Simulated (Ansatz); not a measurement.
## ZrTeSe monolayer, Janus: modes against uniaxial strain along the armchair direction, normal to a, with the width clamped

Aim: how do the optical modes of ZrTeSe monolayer, Janus shift and split under this strain?

Main program and level: Ansatz 0.2.0; DFT PBE, scalar-relativistic, plane waves, PAW; PAW set soft_1.

**1. The structure**

The cell holds 3 atoms: 1 Zr, 1 Se and 1 Te. Cell: a = 3.750 Å, b = 3.750 Å, c = 30.000 Å, α = 90.0°, β = 90.0°, γ = 120.0°. Vacuum lies along c. The height across the vacuum is the one that the program set for its solve, not the one typed.

**2. A rough relaxation first**

The start is far from rest, so a relaxation with loose tolerances brings it close first. The program lengthens the typed cell of 20.0 Å along the normal to 30.0 Å, as its cut-off of the electrostatics needs, and moves no atom.

input.yaml reads:

```yaml
crystal:
  lattice:
    - [3.75, 0.0, 0.0]
    - [-1.875, 3.2476, 0.0]
    - [0.0, 0.0, 20.0]
  atoms:
    - { symbol: Zr, position: [0.0, 0.0, 0.5] }
    - { symbol: Se, position: [0.333333, 0.666667, 0.575] }
    - { symbol: Te, position: [0.666667, 0.333333, 0.42] }
  periodic: [true, true, false]
kpoints:
  mp_grid: { grid: [6, 6, 1] }
hamiltonian:
  xc: pbe
  pseudopotentials: { kind: paw, azcp: { folder: soft_1 } }
scf:
  occupations: { method: gaussian, width: 0.1 }
output:
  forces: true
  stress: true
  eigenvalues: true
relax:
  adjacent_minimum: "off"
  f_tol: 0.05
  max_steps: 80
  cell: { stress_2d_tol: 0.02 }
```

Started as:

```
$ ansatz run input.yaml --threads 4 --pin off --max-ram 16384MiB --backend cpu --events-out ev --progress --plain --runs-dir out
```

Numbers of over 12 decimals in the logs are rounded to 6 here.

The program printed:

```text
[...]
F+E_penalty+E_count = -16636.35218299 eV   max|allowed force component| = 1.404e-2 eV/Å   (the final SCF, on the basis selected at the relaxed cell)
  cell:  # Å, volume = 389.1751 Å³
    - [3.870317, 0, 0]
    - [-1.935159, 3.351793, 0]
    - [0, 0, 30.0]
  atoms:
    - { symbol: Zr, position: [0, 0, 0.336766] }
    - { symbol: Se, position: [0.333333, 0.666667, 0.386523] }
    - { symbol: Te, position: [0.666667, 0.333333, 0.273377] }
[key lines of the parts left out:]
SCF converged after 9 iterations
Free energy (F): -16636.352183 eV
Fermi energy:    -4.873034 eV
P = ½ c Tr σ = 0.0151 N/m
```

It took 13 s on 4 threads of Arm Neoverse V2, shared host; peak memory 0.69 GiB.

Relaxation path:

```tsv
step	energy less that of the first step (eV)	largest force component (eV/Å)	volume (Å³)
1	0.0000	3.6756	365.36
2	-0.6333	0.6483	370.56
3	-0.6594	0.7943	384.13
4	-0.6960	0.1204	390.04
5	-0.6967	0.0141	389.18
6*	-0.6972	0.0140	389.18
```

Relaxation steps marked * repeat the geometry before them on a plane-wave basis chosen anew for their cell, so energy and pressure can jump there.

The run keeps the 6 symmetry operations that it works with, so distortions that break them were not tested.

```tsv
cell as run	before	after	change
a (Å)	3.750	3.870	+3.2 %
b (Å)	3.750	3.870	+3.2 %
```

The atoms that moved most (Å, along periodic axes as changes of fractional coordinates times the final cell, across vacuum about the mean position):

```tsv
atom	dx	dy	dz	length
Te3	0.000	0.000	-0.199	0.199
Zr1	0.000	0.000	0.103	0.103
Se2	0.000	0.000	0.096	0.096
```

The relaxed structure:

```
Zr Se Te
1.0
     3.87032    0.00000    0.00000
    -1.93516    3.35179    0.00000
     0.00000    0.00000   30.00000
Zr Se Te
1 1 1
Direct
  0.00000 0.00000 0.33677
  0.33333 0.66667 0.38652
  0.66667 0.33333 0.27338
```

This step gave:

```
gap on the k-mesh : 0 eV
area per atom     : 4.324 Å²
```

The relaxation ends with a largest force component of 0.014 eV/Å.

**3. Bringing the structure to rest**

Harmonic phonons are second derivatives at a point where the forces vanish, and they are wanted at zero stress, so atoms and cell are relaxed first.

input.yaml, the sections that differ from step 2:

```yaml
crystal:
  lattice:
    - [3.870317254, 0.0, 0.0]
    - [-1.935158627, 3.3517930627, 0.0]
    - [0.0, 0.0, 30.0]
  atoms:
    - { symbol: Zr, position: [0.0, 0.0, 0.3367659596] }
    - { symbol: Se, position: [0.3333333333, 0.6666666667, 0.3865234776] }
    - { symbol: Te, position: [0.6666666667, 0.3333333333, 0.2733772295] }
  periodic: [true, true, false]
kpoints:
  mp_grid: { grid: [12, 12, 1] }
relax:
  adjacent_minimum: "off"
  f_tol: 0.005
  max_steps: 80
  cell: { stress_2d_tol: 0.02 }
# hamiltonian, scf, output: as in step 2
```

The program printed:

```text
[...]
Crystal: 3 atoms, lattice volume = 389.175 Å³
Basis set: ecut = 420 eV, 7685 PW (Γ), exchange–correlation on 54×54×432 points (8 copies of the dense FFT grid, shifted against one another)
Bands: 27, of which v1, the nominal top of the filled ones, is band 22 counted from 1 (21 counted from 0)
Symmetry: 6 space group operations
[...]
--- Relaxed structure (5 steps of the walk, 5 accepted, 1 SCFs on fresh bases) ---
[...]
cell:  # Å, volume = 393.1273 Å³
    - [3.889920, 0.0, 0]
    - [-1.944960, 3.368769, 0]
    - [0, 0, 30.0]
  atoms:
    - { symbol: Zr, position: [0, 0, 0.336738] }
    - { symbol: Se, position: [0.333333, 0.666667, 0.386054] }
    - { symbol: Te, position: [0.666667, 0.333333, 0.273875] }
[key lines of the parts left out:]
SCF converged after 8 iterations
Free energy (F): -16636.370159 eV
Fermi energy:    -4.904774 eV
P = ½ c Tr σ = -0.0005 N/m
```

The job ended after 31 s (4 threads; peak memory 0.79 GiB; 2 min of CPU time).

The steps of the relaxation:

```tsv
step	energy less that of the first step (eV)	largest force component (eV/Å)	volume (Å³)
1	0.0000	0.0600	389.18
2	-0.0006	0.0992	392.57
3	-0.0015	0.0170	392.36
4	-0.0015	0.0050	392.90
5	-0.0015	0.0005	393.13
6*	-0.0016	0.0006	393.13
```

Relaxation steps marked * repeat the geometry before them on a plane-wave basis chosen anew for their cell, so energy and pressure can jump there.

The run keeps the 6 symmetry operations that it works with, so distortions that break them were not tested.

```tsv
cell as run	before	after	change
a (Å)	3.870	3.890	+0.5 %
b (Å)	3.870	3.890	+0.5 %
```

The atoms that moved most (Å, along periodic axes as changes of fractional coordinates times the final cell, across vacuum about the mean position):

```tsv
atom	dx	dy	dz	length
Te3	0.000	0.000	0.015	0.015
Se2	0.000	0.000	-0.014	0.014
```

The relaxed structure:

```xyz
3
Lattice="3.8899 0.0000 0.0000 -1.9450 3.3688 0.0000 0.0000 0.0000 30.0000" Properties=species:S:1:pos:R:3
Zr    0.0000    0.0000   10.1021
Se    0.0000    2.2458   11.5816
Te    1.9450    1.1229    8.2162
```

Numbers from this step:

```yaml
area_per_atom: 4.368 Å²
```

The relaxation ends with a largest force component of 5.6e-4 eV/Å.

**4. Tight relaxation**

Phonons need small forces and stress, so the relaxation is finished with tight tolerances on 12×12×1 k points.

input.yaml reads:

```yaml
crystal:
  lattice:
    - [3.8899197355, 0.0, 0.0]
    - [-1.9449598678, 3.3687693096, 0.0]
    - [0.0, 0.0, 30.0]
  atoms:
    - { symbol: Zr, position: [0.0, 0.0, 0.3367376552] }
    - { symbol: Se, position: [0.3333333333, 0.6666666667, 0.386054139] }
    - { symbol: Te, position: [0.6666666667, 0.3333333333, 0.2738748725] }
  periodic: [true, true, false]
kpoints:
  mp_grid: { grid: [12, 12, 1] }
hamiltonian:
  xc: pbe
  pseudopotentials: { kind: paw, azcp: { folder: soft_1 } }
scf:
  occupations: { method: methfessel_paxton, width: 0.2 }
output:
  forces: true
  stress: true
  eigenvalues: true
  write_density: true
  write_potential: true
  elf: true
  volumetric_format: npy
relax:
  adjacent_minimum: "off"
  f_tol: 0.001
  max_steps: 60
  cell: { stress_2d_tol: 0.002 }
```

The program printed:

```text
[...]
Crystal: 3 atoms, lattice volume = 393.127 Å³
Basis set: ecut = 420 eV, 7805 PW (Γ), exchange–correlation on 54×54×432 points (8 copies of the dense FFT grid, shifted against one another)
Bands: 27, of which v1, the nominal top of the filled ones, is band 22 counted from 1 (21 counted from 0)
Symmetry: 6 space group operations
[...]
--- Relaxed structure (4 steps of the walk, 4 accepted, 1 SCFs on fresh bases) ---
[...]
cell:  # Å, volume = 392.9379 Å³
    - [3.888983, 2.886055749102709e-11, 0]
    - [-1.944491, 3.367958, 0]
    - [0, 0, 30.0]
  atoms:
    - { symbol: Zr, position: [0, 0, 0.336736] }
    - { symbol: Se, position: [0.333333, 0.666667, 0.386076] }
    - { symbol: Te, position: [0.666667, 0.333333, 0.273855] }
[key lines of the parts left out:]
SCF converged after 10 iterations
Free energy (F): -16636.368445 eV
Fermi energy:    -4.903976 eV
P = ½ c Tr σ = -0.0001 N/m
```

Elapsed: 29 s, on 4 threads; peak memory 0.79 GiB; 1.8 min of CPU time.

Little changed from the start: no atom moved by 0.005 Å and no cell edge by 0.1 %.

Numbers from this step:

```
area per atom : 4.366 Å²
```

Valence density in the ac plane at fractional y = 0.333, with atoms of Te within 0.2 Å of it. It is the smooth field of the valence electrons, not physical close to the nuclei.

Ten steps, logarithmic in the rise over the least value, from '0' (0 e/Å³) to '9' (10 e/Å³), each cell a mean:
```
00000000000000
00000000000000
00000000000000
00000000000000
00000000000000
00000000000000
00000000000000
00000000000000
00000000000000
00000000000000
00000000000000
00000000000000
00000000000000
00000000000000
22332210000011
22332211111111
22112233555432
21112347999753
00000012222211
00000000000000
00000000000000
00000000000000
00000000000000
00000000000000
```
Columns run along a (3.9 Å), rows up along c (30.0 Å). Atoms in or near the plane, at fractional coordinates: Te at (0.67, 0.27).

Electrostatic potential energy in the ac plane at fractional y = 0.333, with atoms of Te within 0.2 Å of it. With pseudopotentials it is smooth inside the atoms' cores, unlike the true potential.

Values in eV, 24 rows by 14 columns, each cell a mean:
```
  0   0   0   0   0   0   0   0   0   0   0   0   0   0
  0   0   0   0   0   0   0   0   0   0   0   0   0   0
  0   0   0   0   0   0   0   0   0   0   0   0   0   0
  0   0   0   0   0   0   0   0   0   0   0   0   0   0
  0   0   0   0   0   0   0   0   0   0   0   0   0   0
  0   0   0   0   0   0   0   0   0   0   0   0   0   0
  0   0   0   0   0   0   0   0   0   0   0   0   0   0
  0   0   0   0   0   0   0   0   0   0   0   0   0   0
  0   0   0   0   0   0   0   0   0   0   0   0   0   0
  0   0   0   0   0   0   0   0   0   0   0   0   0   0
  0   0   0   0   0   0   0   0   0   0   0   0   0   0
  0   0   0   0   0   0   0   0   0   0   0   0   0   0
  0   0   0   0   0   0   0   0   0   0   0   0   0   0
 -1  -1  -1  -1  -1   0   0   0   0   0   0   0   0   0
 -4  -6  -7  -6  -5  -3  -2  -1  -1  -1  -1  -1  -2  -3
 -8 -11 -11 -11  -9  -6  -5  -3  -2  -2  -2  -3  -4  -6
 -6  -7  -8  -7  -7  -7  -8  -9 -10 -10 -10  -9  -8  -7
 -5  -2  -2  -2  -4  -9 -13 -13 -10  -5  -7 -12 -13 -11
 -1  -1   0   0  -1  -1  -3  -4  -5  -6  -5  -5  -3  -2
  0   0   0   0   0   0   0   0   0   0   0   0   0   0
  0   0   0   0   0   0   0   0   0   0   0   0   0   0
  0   0   0   0   0   0   0   0   0   0   0   0   0   0
  0   0   0   0   0   0   0   0   0   0   0   0   0   0
  0   0   0   0   0   0   0   0   0   0   0   0   0   0
```
Columns run along a (3.9 Å; values clipped at the 3rd and 97th percentile), rows up along c (30.0 Å). Atoms in or near the plane, at fractional coordinates: Te at (0.67, 0.27).

ELF in the ac plane at fractional y = 0.333, with atoms of Te within 0.2 Å of it. It is the smooth field of the valence electrons, not physical close to the nuclei.

Ten even steps from '0' (0.00) to '9' (0.76), each cell a mean:
```
00000000000000
00000000000000
00000000000000
00000000000000
00000000000000
00000000000000
00000000000000
00000000000000
00000000000000
00000000000000
00000000000000
00000000000000
00000000000000
34554210000001
89999741000136
33433222222222
42123566655666
74236864211367
41002689999997
00000012333321
00000000000000
00000000000000
00000000000000
00000000000000
```
Columns run along a (3.9 Å), rows up along c (30.0 Å). Atoms in or near the plane, at fractional coordinates: Te at (0.67, 0.27).

The largest force component left is 0.084 meV/Å, within the tolerances set.

**5. Modes at rest**

The force constants come from the linear response of the density to a displacement.

The modes at rest are the reference of the series.

input.yaml, the sections that differ from step 4:

```yaml
crystal:
  lattice:
    - [3.8889826561, 0.0, 0.0]
    - [-1.9444913281, 3.3679577751, 0.0]
    - [0.0, 0.0, 30.0]
  atoms:
    - { symbol: Zr, position: [0.0, 0.0, 0.3367355021] }
    - { symbol: Se, position: [0.3333333333, 0.6666666667, 0.3860760934] }
    - { symbol: Te, position: [0.6666666667, 0.3333333333, 0.2738550712] }
  periodic: [true, true, false]
output:
  eigenvalues: true
phonons:
  method: dfpt
# kpoints, hamiltonian, scf: as in step 4
# relax: removed
```

The program printed:

```text
[...]
Crystal: 3 atoms, lattice volume = 392.938 Å³
Basis set: ecut = 420 eV, 7805 PW (Γ), exchange–correlation on 54×54×432 points (8 copies of the dense FFT grid, shifted against one another)
Bands: 27, of which v1, the nominal top of the filled ones, is band 22 counted from 1 (21 counted from 0)
Symmetry: 6 space group operations
k-points: 43 of 144 (irreducible under 2 space group operations, time reversal used)
[...]
SCF iter  12: F=-16636.368445 eV  HF=-16636.368445 eV  |F-HF|=3.02e-10  |Δ(HF+E_count)|=   1.85e-9  S|Δr|=    0.00e0  Δρ=3.67e-8  dr2=4.45e-12  ethr=1.00e-12  ⟨swp⟩=14.8  Hψ=9808  notcnv=0
SCF 1 converged in 12 iterations: F = -16636.368445 eV  dr2 = 4.45e-12
[...]
DFPT response loops at Γ: preconditioner auto → none (partly filled bands, converged f_vac=0.759); β = 0.50; Broyden in place of MSR1
SCF converged after 12 iterations
[...]
Free energy (F): -16636.368445 eV
[...]
Internal energy: -16636.369303 eV  (E = F + TS)
E sigma→0 (E₀):  -16636.368659 eV
Entropy (-TS):   0.000859 eV (0.286 meV/atom)
Fermi energy:    -4.903976 eV
Step filling:    the computed levels leave a gap of 0.0000 eV = 0.0 smearing widths at the electron count; against every level under it full and every level over it empty, smearing changes F+E_penalty+E_count by -0.366 meV and its σ→0 estimate by -0.581 meV
[...]
--- Band table (eV; the first three rows and the last of 43) ---
  k-point 0: bands = [... 18 lower, -7.7113, -6.5140, -4.6992, -4.6992, -4.2652, -4.2652, -3.7586, -1.1560, ... 1 higher]
  k-point 1: bands = [... 18 lower, -7.6893, -6.3476, -5.3982, -5.0608, -4.1610, -3.8906, -3.5375, -1.4987, ... 1 higher]
  k-point 2: bands = [... 18 lower, -7.6420, -6.5492, -6.0450, -5.4843, -4.2917, -3.4487, -3.2596, -1.9233, ... 1 higher]
  k-point 42: bands = [... 18 lower, -8.0047, -7.5762, -7.2667, -6.6863, -3.8461, -3.3471, -2.7390, -1.8104, ... 1 higher]
--- Phonons (Γ-DFPT): 6 representative perturbations + reference, on 43 of 144 k-points (Σ response iterations 27) ---
  k mesh reduced under 2 symmetry operations, with k and −k counted as one. Each operation leaves every solved perturbation unchanged. A smaller set is not used because it would not reduce the number of displacements times k-points to solve
  ASR residual: 1.111e-4 → 0.000e0 eV/Å²; symmetrization residual: 8.033e-5 eV/Å²
  ASR residual per site (eV/Å²): 1.11e-4 6.02e-5 6.77e-5
  Γ frequencies (cm⁻¹): 0.00 0.00 0.00 93.25 93.25 142.81 142.81 153.67 236.29
  non-analytic LO–TO correction: not included (Born effective charges unavailable; polar crystals: no LO–TO splitting at Γ)
```

The job ended after 99 s (4 threads; peak memory 1.9 GiB).

Numbers from this step:

| Quantity | Value |
| --- | --- |
| sum-rule residual before enforcement | 1.11e-4 eV/Å² |
| point group | 3m |
| highest optical mode at the zone centre (no LO-TO term) | 236.3 cm⁻¹ |
| lowest optical zone-centre mode | 93.25 cm⁻¹ |

Patterns of degenerate modes are one choice out of their space. The modes at Γ (shares of kinetic energy by element, %):

```tsv
mode	frequency (cm⁻¹)	symmetry	Zr %	Se %	Te %
1	0.0	acoustic	31	27	43
2	0.0	acoustic	31	27	43
3	0.0	acoustic	31	27	43
4	93.2	E	35	9	55
5	93.2	E	35	9	55
6	142.8	E	34	64	2
7	142.8	E	34	64	2
8	153.7	A1	3	50	48
9	236.3	A1	67	24	9
```

Displacements in mode 4 (93.2 cm⁻¹), the largest set to 1:
```
Zr1  0.24 -0.94  0.00
Se2  0.13 -0.52  0.00
Te3 -0.25  1.00  0.00
```

Displacements in mode 9 (236.3 cm⁻¹), the largest set to 1:
```
Zr1  0.00  0.00  1.00
Se2  0.00  0.00 -0.64
Te3  0.00  0.00 -0.32
```

Before it was imposed, the acoustic sum rule was missed by 1.1e-4 eV/Å². Small misses are needed for a sound result but don't prove that mesh and cutoff are converged. The lowest optical mode is real, 93.2 cm⁻¹.

**6. A member of the series: uniaxial strain of +5 % along the armchair direction, normal to a, with the width clamped**

The cell takes a uniaxial strain of +5 % along the armchair direction, normal to a, with the width clamped. The cell is held, and the atoms relax in it.

input.yaml, the sections that differ from step 5:

```yaml
crystal:
  lattice:
    - [3.8889826561, 0.0, 0.0]
    - [-1.9444913281, 3.5363556636, 0.0]
    - [0.0, 0.0, 30.0]
  atoms:
    - { symbol: Zr, position: [0.0007012234, 0.0014024468, 0.3368443087] }
    - { symbol: Se, position: [0.3299167942, 0.6598335885, 0.3847691442] }
    - { symbol: Te, position: [0.6693819824, 0.3387639648, 0.2750532138] }
  periodic: [true, true, false]
output:
  forces: true
  stress: true
  eigenvalues: true
relax:
  adjacent_minimum: "off"
  f_tol: 0.001
  max_steps: 60
# kpoints, hamiltonian, scf: as in step 5
# phonons: removed
```

The program printed:

```text
[...]
--- Relaxed structure (6 steps of the walk, 5 accepted, 0 SCFs on fresh bases) ---
  F+E_penalty+E_count = -16636.32005103 eV   max|allowed force component| = 1.834e-4 eV/Å
  cell:  # Å, volume = 412.5848 Å³
    - [3.8889826561, 2.7492837248587154e-11, 0.0]
    - [-1.944491328075, 3.536356, 0.0]
    - [0.0, 0.0, 30.0]
  atoms:
    - { symbol: Zr, position: [0.000905, 0.00181, 0.336881] }
    - { symbol: Se, position: [0.329239, 0.658478, 0.384443] }
    - { symbol: Te, position: [0.669856, 0.339712, 0.275343] }
[key lines of the parts left out:]
SCF converged after 5 iterations
Free energy (F): -16636.320051 eV
Fermi energy:    -4.896531 eV
P = ½ c Tr σ = -1.3754 N/m
```

The job ended after 60 s (4 threads; peak memory 0.97 GiB; 4 min of CPU time).

The steps of the relaxation:

```tsv
step	energy less that of the first step (eV)	largest force component (eV/Å)
1	0.0000	0.0781
2	0.0014	0.1431
3	-0.0008	0.0050
4	-0.0008	0.0027
5	-0.0008	0.0013
6	-0.0008	0.0002
```

Relaxation step 2 was tried and not accepted.

Forces are held to the 2 operations that the run works with; a distortion that breaks them can't arise in this run.

The atoms that moved most (Å):

```tsv
atom	dx	dy	dz	length
Se2	0.000	-0.005	-0.010	0.011
Te3	0.000	0.003	0.009	0.009
```

Final coordinates:

```cif
data_structure
_symmetry_space_group_name_H-M 'P 1'
_symmetry_Int_Tables_number 1
_cell_length_a 3.8890
_cell_length_b 4.0357
_cell_length_c 30.0000
_cell_angle_alpha 90.000
_cell_angle_beta 90.000
_cell_angle_gamma 118.805
_cell_volume 412.58
loop_
_atom_site_label
_atom_site_type_symbol
_atom_site_fract_x
_atom_site_fract_y
_atom_site_fract_z
_atom_site_occupancy
Zr1 Zr 0.00091 0.00181 0.33688 1
Se2 Se 0.32924 0.65848 0.38444 1
Te3 Te 0.66986 0.33971 0.27534 1
```

This step gave:

* area per atom: 4.584 Å²

The largest force component left is 0.18 meV/Å.

[end of part 1 of 2]

[Logs are printed without paths, hosts, clocks, repeated set-up lines and the standing remarks that a program may print on its own settings, such as how far it seeks lower states.]

[Hosts, paths, dates, database ids (printed as entryN), source tags and the programs' standing remarks are cut or masked in the printed files.]
